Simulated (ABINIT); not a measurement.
**Diamond (Fd-3m, 2 atoms a cell): G0W0 with ABINIT, start to end**

How does a plane-wave GW calculation on Diamond (Fd-3m, 2 atoms a cell) run from the first input to the gap?

Calculated with ABINIT 10.8.3; LDA and many-body steps on it, plane waves.

**Experimental background.**

- Gap 5.5 eV: band gap, experimental literature value; bulk crystal (quoted in “Fermi level pinning by defects can explain the large reported carbon 1s binding energy variations in diamond”, 2019, arxiv:1902.02958).

- Gap 5.47 eV: experimental band gap used as input; bulk crystal (quoted in “Enhanced Electron Emission Performance and Air‐Surface Stability in ScO‐Terminated Diamond for Thermionic Energy Converters”, 2024, pmc:11600692).

Report form: the programs' logs are mostly left out.

### 1. The starting structure

Symmetry: Fd-3m, No. 227, cubic system. Conventional cell: a = 3.567 Å, b = 3.567 Å, c = 3.567 Å, α = 90.00°, β = 90.00°, γ = 90.00°. Nearest to C lie 4 C at 1.54 Å.

The cell and positions come from the Crystallography Open Database and are kept as given unless a step says otherwise.

### 2. Ground state

This step: ABINIT 10.8.3; DFT, LDA, plane waves, norm-conserving pseudopotentials.

The ground-state density comes first.

Contents of run.abi:

```
acell 3*1.0 Angstrom
rprim 
  -0.000000000000 1.783370000000 1.783370000000
  1.783370000000 -0.000000000000 1.783370000000
  1.783370000000 1.783370000000 0.000000000000
ntypat 1
znucl 6
natom 2
typat 1 1
xred 
  0.000000000000 0.000000000000 -0.000000000000
  0.250000000000 0.250000000000 0.250000000000
pp_dirpath "pseudos"
pseudos "C.upf"
ecut 37
ngkpt 10 10 10
nshiftk 1
shiftk 0 0 0
kptopt 1
chksymbreak 0
nband 9
occopt 1
tolvrs 1e-10
nstep 60
prtwf 0
optforces 0
optstress 0
indata_prefix "in"
outdata_prefix "out"
tmpdata_prefix "tmp"
```

Launch:

```sh
> OMP_NUM_THREADS=1 mpirun -n 4 abinit run.abi > log
```

Run time: 3.6 s. Hardware: 4 MPI ranks of Arm Neoverse V1, shared host; peak memory 0.24 GiB.

Numbers from this step:

- total energy: -328.2734 eV
- gap: 4.179 eV
- k of the valence top: 0, 0, 0
- k of the conduction bottom: 0.4, 0.4, 0
- least direct gap: 5.561 eV

The gap is indirect, with the least direct gap 1.38 eV higher.

### 3. Bands along the symmetry lines

Levels along a band path, at the cheap level, show where the edges lie and whether the meshes to come will hold them.

Contents of run.abi:

```
acell 3*1.0 Angstrom
rprim 
  -0.000000000000 1.783370000000 1.783370000000
  1.783370000000 -0.000000000000 1.783370000000
  1.783370000000 1.783370000000 0.000000000000
ntypat 1
znucl 6
natom 2
typat 1 1
xred 
  0.000000000000 0.000000000000 -0.000000000000
  0.250000000000 0.250000000000 0.250000000000
pp_dirpath "pseudos"
pseudos "C.upf"
ecut 37
iscf -2
irdden 1
kptopt 0
nkpt 50
kpt 
  0.00000000 0.00000000 0.00000000
  0.06250000 0.00000000 0.06250000
  0.12500000 0.00000000 0.12500000
  0.18750000 0.00000000 0.18750000
  0.25000000 0.00000000 0.25000000
  0.31250000 0.00000000 0.31250000
  0.37500000 0.00000000 0.37500000
  0.43750000 0.00000000 0.43750000
  0.50000000 0.00000000 0.50000000
  0.51562500 0.03125000 0.51562500
  0.53125000 0.06250000 0.53125000
  0.54687500 0.09375000 0.54687500
  0.56250000 0.12500000 0.56250000
  0.57812500 0.15625000 0.57812500
  0.59375000 0.18750000 0.59375000
  0.60937500 0.21875000 0.60937500
  0.62500000 0.25000000 0.62500000
  0.37500000 0.37500000 0.75000000
  0.32812500 0.32812500 0.65625000
  0.28125000 0.28125000 0.56250000
  0.23437500 0.23437500 0.46875000
  0.18750000 0.18750000 0.37500000
  0.14062500 0.14062500 0.28125000
  0.09375000 0.09375000 0.18750000
  0.04687500 0.04687500 0.09375000
  0.00000000 0.00000000 0.00000000
  0.06250000 0.06250000 0.06250000
  0.12500000 0.12500000 0.12500000
  0.18750000 0.18750000 0.18750000
  0.25000000 0.25000000 0.25000000
  0.31250000 0.31250000 0.31250000
  0.37500000 0.37500000 0.37500000
  0.43750000 0.43750000 0.43750000
  0.50000000 0.50000000 0.50000000
  0.50000000 0.46875000 0.53125000
  0.50000000 0.43750000 0.56250000
  0.50000000 0.40625000 0.59375000
  0.50000000 0.37500000 0.62500000
  0.50000000 0.34375000 0.65625000
  0.50000000 0.31250000 0.68750000
  0.50000000 0.28125000 0.71875000
  0.50000000 0.25000000 0.75000000
  0.50000000 0.21875000 0.71875000
  0.50000000 0.18750000 0.68750000
  0.50000000 0.15625000 0.65625000
  0.50000000 0.12500000 0.62500000
  0.50000000 0.09375000 0.59375000
  0.50000000 0.06250000 0.56250000
  0.50000000 0.03125000 0.53125000
  0.50000000 0.00000000 0.50000000
istwfk *1
nband 14
nbdbuf 5
tolwfr 1e-07
nstep 50
prtwf 0
prtvol 0
indata_prefix "in"
outdata_prefix "out"
tmpdata_prefix "tmp"
```

It took 3 s on 4 MPI ranks; peak memory 0.07 GiB.

This step gave:

| Quantity | Value |
| --- | --- |
| gap | 4.142 eV |
| k of the valence top | 0, 0, 0 |
| k of the conduction bottom | 0.375, 0, 0.375 |
| least direct gap | 5.561 eV |

The gap is 4.142 eV, −0.036 eV from the run before at this level.

Electronic bands along the path, in eV, zero at the top of the highest filled band; v1 is the highest filled band, c1 the lowest empty one:

```
    point      v4      v3     v2     v1     c1     c2     c3     c4
        Γ  -21.35    0.00   0.00   0.00   5.56   5.56   5.56  13.52
  halfway  -19.07   -4.41  -4.13  -4.13   4.44  10.24  11.51  11.51
        X  -12.64  -12.64  -6.32  -6.32   4.76   4.76  16.62  16.62
  halfway  -12.54  -12.38  -7.60  -6.08   4.99   6.65  15.95  16.29
        U  -12.79  -11.61  -9.38  -5.38   5.67  10.70  14.24  15.52
jump to K  -12.79  -11.61  -9.38  -5.38   5.67  10.70  14.24  15.52
  halfway  -18.79   -6.44  -5.57  -1.75   8.11   8.65  10.02  13.63
        Γ  -21.35    0.00   0.00   0.00   5.56   5.56   5.56  13.52
  halfway  -19.63   -6.55  -1.75  -1.75   7.75   7.75   8.22  14.56
        L  -15.51  -13.39  -2.81  -2.81   8.43   8.43   9.04  15.40
  halfway  -14.50  -12.36  -6.28  -4.71   8.22   9.49  13.04  14.72
        W  -11.80  -11.80  -8.38  -8.38  10.50  10.50  12.35  12.35
  halfway  -12.28  -12.28  -7.34  -7.34   6.85   6.85  15.43  15.43
        X  -12.64  -12.64  -6.32  -6.32   4.76   4.76  16.62  16.62
```

### 4. Empty states on the mesh, 6×6×6 mesh, 66 bands

The sums over transitions need many empty states on a uniform mesh; this step solves for them.

Contents of run.abi:

```
acell 3*1.0 Angstrom
rprim 
  -0.000000000000 1.783370000000 1.783370000000
  1.783370000000 -0.000000000000 1.783370000000
  1.783370000000 1.783370000000 0.000000000000
ntypat 1
znucl 6
natom 2
typat 1 1
xred 
  0.000000000000 0.000000000000 -0.000000000000
  0.250000000000 0.250000000000 0.250000000000
pp_dirpath "pseudos"
pseudos "C.upf"
ecut 37
ngkpt 6 6 6
nshiftk 1
shiftk 0 0 0
kptopt 1
chksymbreak 0
irdden 1
istwfk *1
nband 66
prtvol 0
optdriver 6
gwr_task "HDIAGO"
paral_kgb 0
occopt 1
indata_prefix "in"
outdata_prefix "out"
tmpdata_prefix "tmp"
```

Elapsed: 4.5 s, on 4 MPI ranks; peak memory 0.27 GiB.

This step gave:

```yaml
gap: 4.162 eV
k_of_the_valence_top: 0, 0, 0
k_of_the_conduction_bottom: 0.3333, 0.3333, 0
least_direct_gap: 5.561 eV
k_points_computed: 16
lowest_point_of_the_top_converged_band_above_the_valence_top: 128.3098 eV
```

On this mesh the gap is 4.162 eV.

### 5. Screening, 6×6×6 mesh, 58 bands, screening to 244.9 eV

The RPA dielectric matrix is built and inverted for each q.

This step: RPA screening on LDA, plane waves, norm-conserving pseudopotentials.

run.abi: that of step 4 with these lines changed.

```diff
@@ -20,10 +20,11 @@
 chksymbreak 0
-irdden 1
 istwfk *1
-nband 66
-prtvol 0
-optdriver 6
-gwr_task "HDIAGO"
-paral_kgb 0
 occopt 1
+irdwfk 1
+optdriver 3
+nband 58
+ecuteps 9
+inclvkb 2
+awtr 1
+symchi 1
 indata_prefix "in"
```

Run time: 10 s. Hardware: 4 MPI ranks; peak memory 0.43 GiB.

Numbers from this step:

```yaml
eps_infinity_with_local_fields_on_this_mesh_along_the_program_s_q_direction: 5.775
the_same_without_local_fields: 6.226
plasma_frequency: 31.18 eV
plane_waves_in_the_screening_matrix: 113
```

Local fields lower ε∞ by 7 %. On a Γ-centred mesh this coarse the value itself is usually too large, while a short band sum pulls it down.

### 6. Self-energy, 6×6×6 mesh, 58 bands, screening to 244.9 eV

The self-energy is evaluated for the states that the input lists, and the levels follow from it, in one-shot runs by the linearised quasiparticle equation.

This step: G0W0 on LDA, plane waves, norm-conserving pseudopotentials.

run.abi: that of step 5 with these lines changed.

```diff
@@ -23,8 +23,21 @@
 irdwfk 1
-optdriver 3
+optdriver 4
 nband 58
+gwcalctyp 0
+ecutsigx 37
+symsigma 1
+nkptgw 4
+kptgw 
+  0.0000000000 0.0000000000 0.0000000000
+  0.3333333333 0.3333333333 0.0000000000
+  0.5000000000 0.0000000000 0.0000000000
+  0.5000000000 0.5000000000 0.0000000000
+bdgw 
+  2 7
+  3 6
+  3 6
+  3 6
 ecuteps 9
-inclvkb 2
-awtr 1
-symchi 1
+irdscr 1
+ppmodel 1
 indata_prefix "in"
```

Wall time 6.9 s (4 MPI ranks); peak memory 0.49 GiB.

Numbers from this step:

```
G0W0 gap on the mesh                         : 5.652 eV
starting gap on the mesh                     : 4.162 eV
k of the valence top                         : 0, 0, 0
k of the conduction bottom                   : 0.3333, 0.3333, 0
Z at the valence top                         : 0.83
Z at the conduction bottom                   : 0.84
least direct G0W0 gap on the computed points : 7.394 eV
```

The gap on the mesh goes from 4.16 eV to 5.65 eV, a correction of +1.49 eV.

Limits: finite bands, cutoff and mesh; coarse k mesh. v1 is the top filled band, c1 the lowest empty one. Levels before and after the correction, in eV, zero at the valence-band top of each column:

```
           conduction bottom  valence top
Kohn-Sham               4.16         0.00
     G0W0               5.65         0.00
```

```
                           level  energy (eV)
Kohn-Sham                Γ v3-v1        0.000
Kohn-Sham                Γ c1-c3        5.561
Kohn-Sham  (0.333 0.333 0) v2-v1       -5.327
Kohn-Sham     (0.333 0.333 0) c1        4.162
Kohn-Sham     (0.333 0.333 0) c2        7.721
     G0W0                Γ v3-v1        0.000
     G0W0                Γ c1-c3        7.394
     G0W0  (0.333 0.333 0) v2-v1       -5.611
     G0W0     (0.333 0.333 0) c1        5.652
     G0W0     (0.333 0.333 0) c2        9.278
```

### 7. Where the time went

Times are wall times on 4 MPI ranks of Arm Neoverse V1, shared host, good to a factor of about two.

```
                          step   time  share  memory (GiB)
                  ground state  3.6 s   13 %          0.24
bands along the symmetry lines    3 s   11 %          0.07
      empty states on the mesh  4.5 s   16 %          0.27
                     screening   10 s   36 %          0.43
                   self-energy  6.9 s   24 %          0.49
```

### 8. Results

| Item | Value |
| --- | --- |
| LDA gap | 4.14 eV, indirect |
| G0W0 gap on the mesh | 5.65 eV |
| GW settings | 6×6×6 mesh, 58 bands, screening to 244.9 eV, Godby-Needs plasmon pole |
| known limits | not at the basis limit; coarse k mesh |

What this shows: G0W0 moves the gap on the mesh from 4.16 eV to 5.65 eV (+1.49 eV), with Z of 0.83 and 0.84 at the edges. Local fields lower the RPA ε∞ on this mesh from 6.23 to 5.78; a Γ-centred mesh this coarse tends to raise both, most where the direct gap is narrow, while a short band sum lowers them. The dearest step here is «screening». Against experiment, by G0W0@LDA: the gap of 5.63 eV lies +0.13 eV from the measured 5.5 eV (kind not stated, quoted 2019); the gap of 5.63 eV lies +0.16 eV from the measured 5.47 eV (kind not stated, quoted 2024). The calculation has static nuclei and no excitons; a measured gap holds zero-point and thermal motion, which mostly lowers it. Bands and cutoff are finite, so the gap is not at the basis limit. The miss can reach some tenths of an eV and take either sign; the mesh is an error of its own. The 6×6×6 mesh is coarse for this cell, which bears on the long-range parts of exchange and screening.

[Paths, hosts, dates, memory and timing lines, banners, echoed tables and standing remarks are left out of the program output.]

[Logs are printed without paths, hosts, clocks, repeated set-up lines and the standing remarks that a program may print on its own settings, such as how far it seeks lower states.]

[Runs of the session that timed out or met a known fault of the program may be left out.]

[Hosts, paths, dates, database ids (printed as entryN), source tags and the programs' standing remarks are cut or masked in the printed files.]

[G0W0 gaps are taken among the corrected bands and points alone; a level outside them can change the order at an edge.]

[Where Ansatz stands beside ABINIT at settings called matched, ABINIT's density can come from a denser mesh and the files from another edition; pairs whose starting gaps differed by over 0.03 eV were left out, so agreement reads better than it is.]
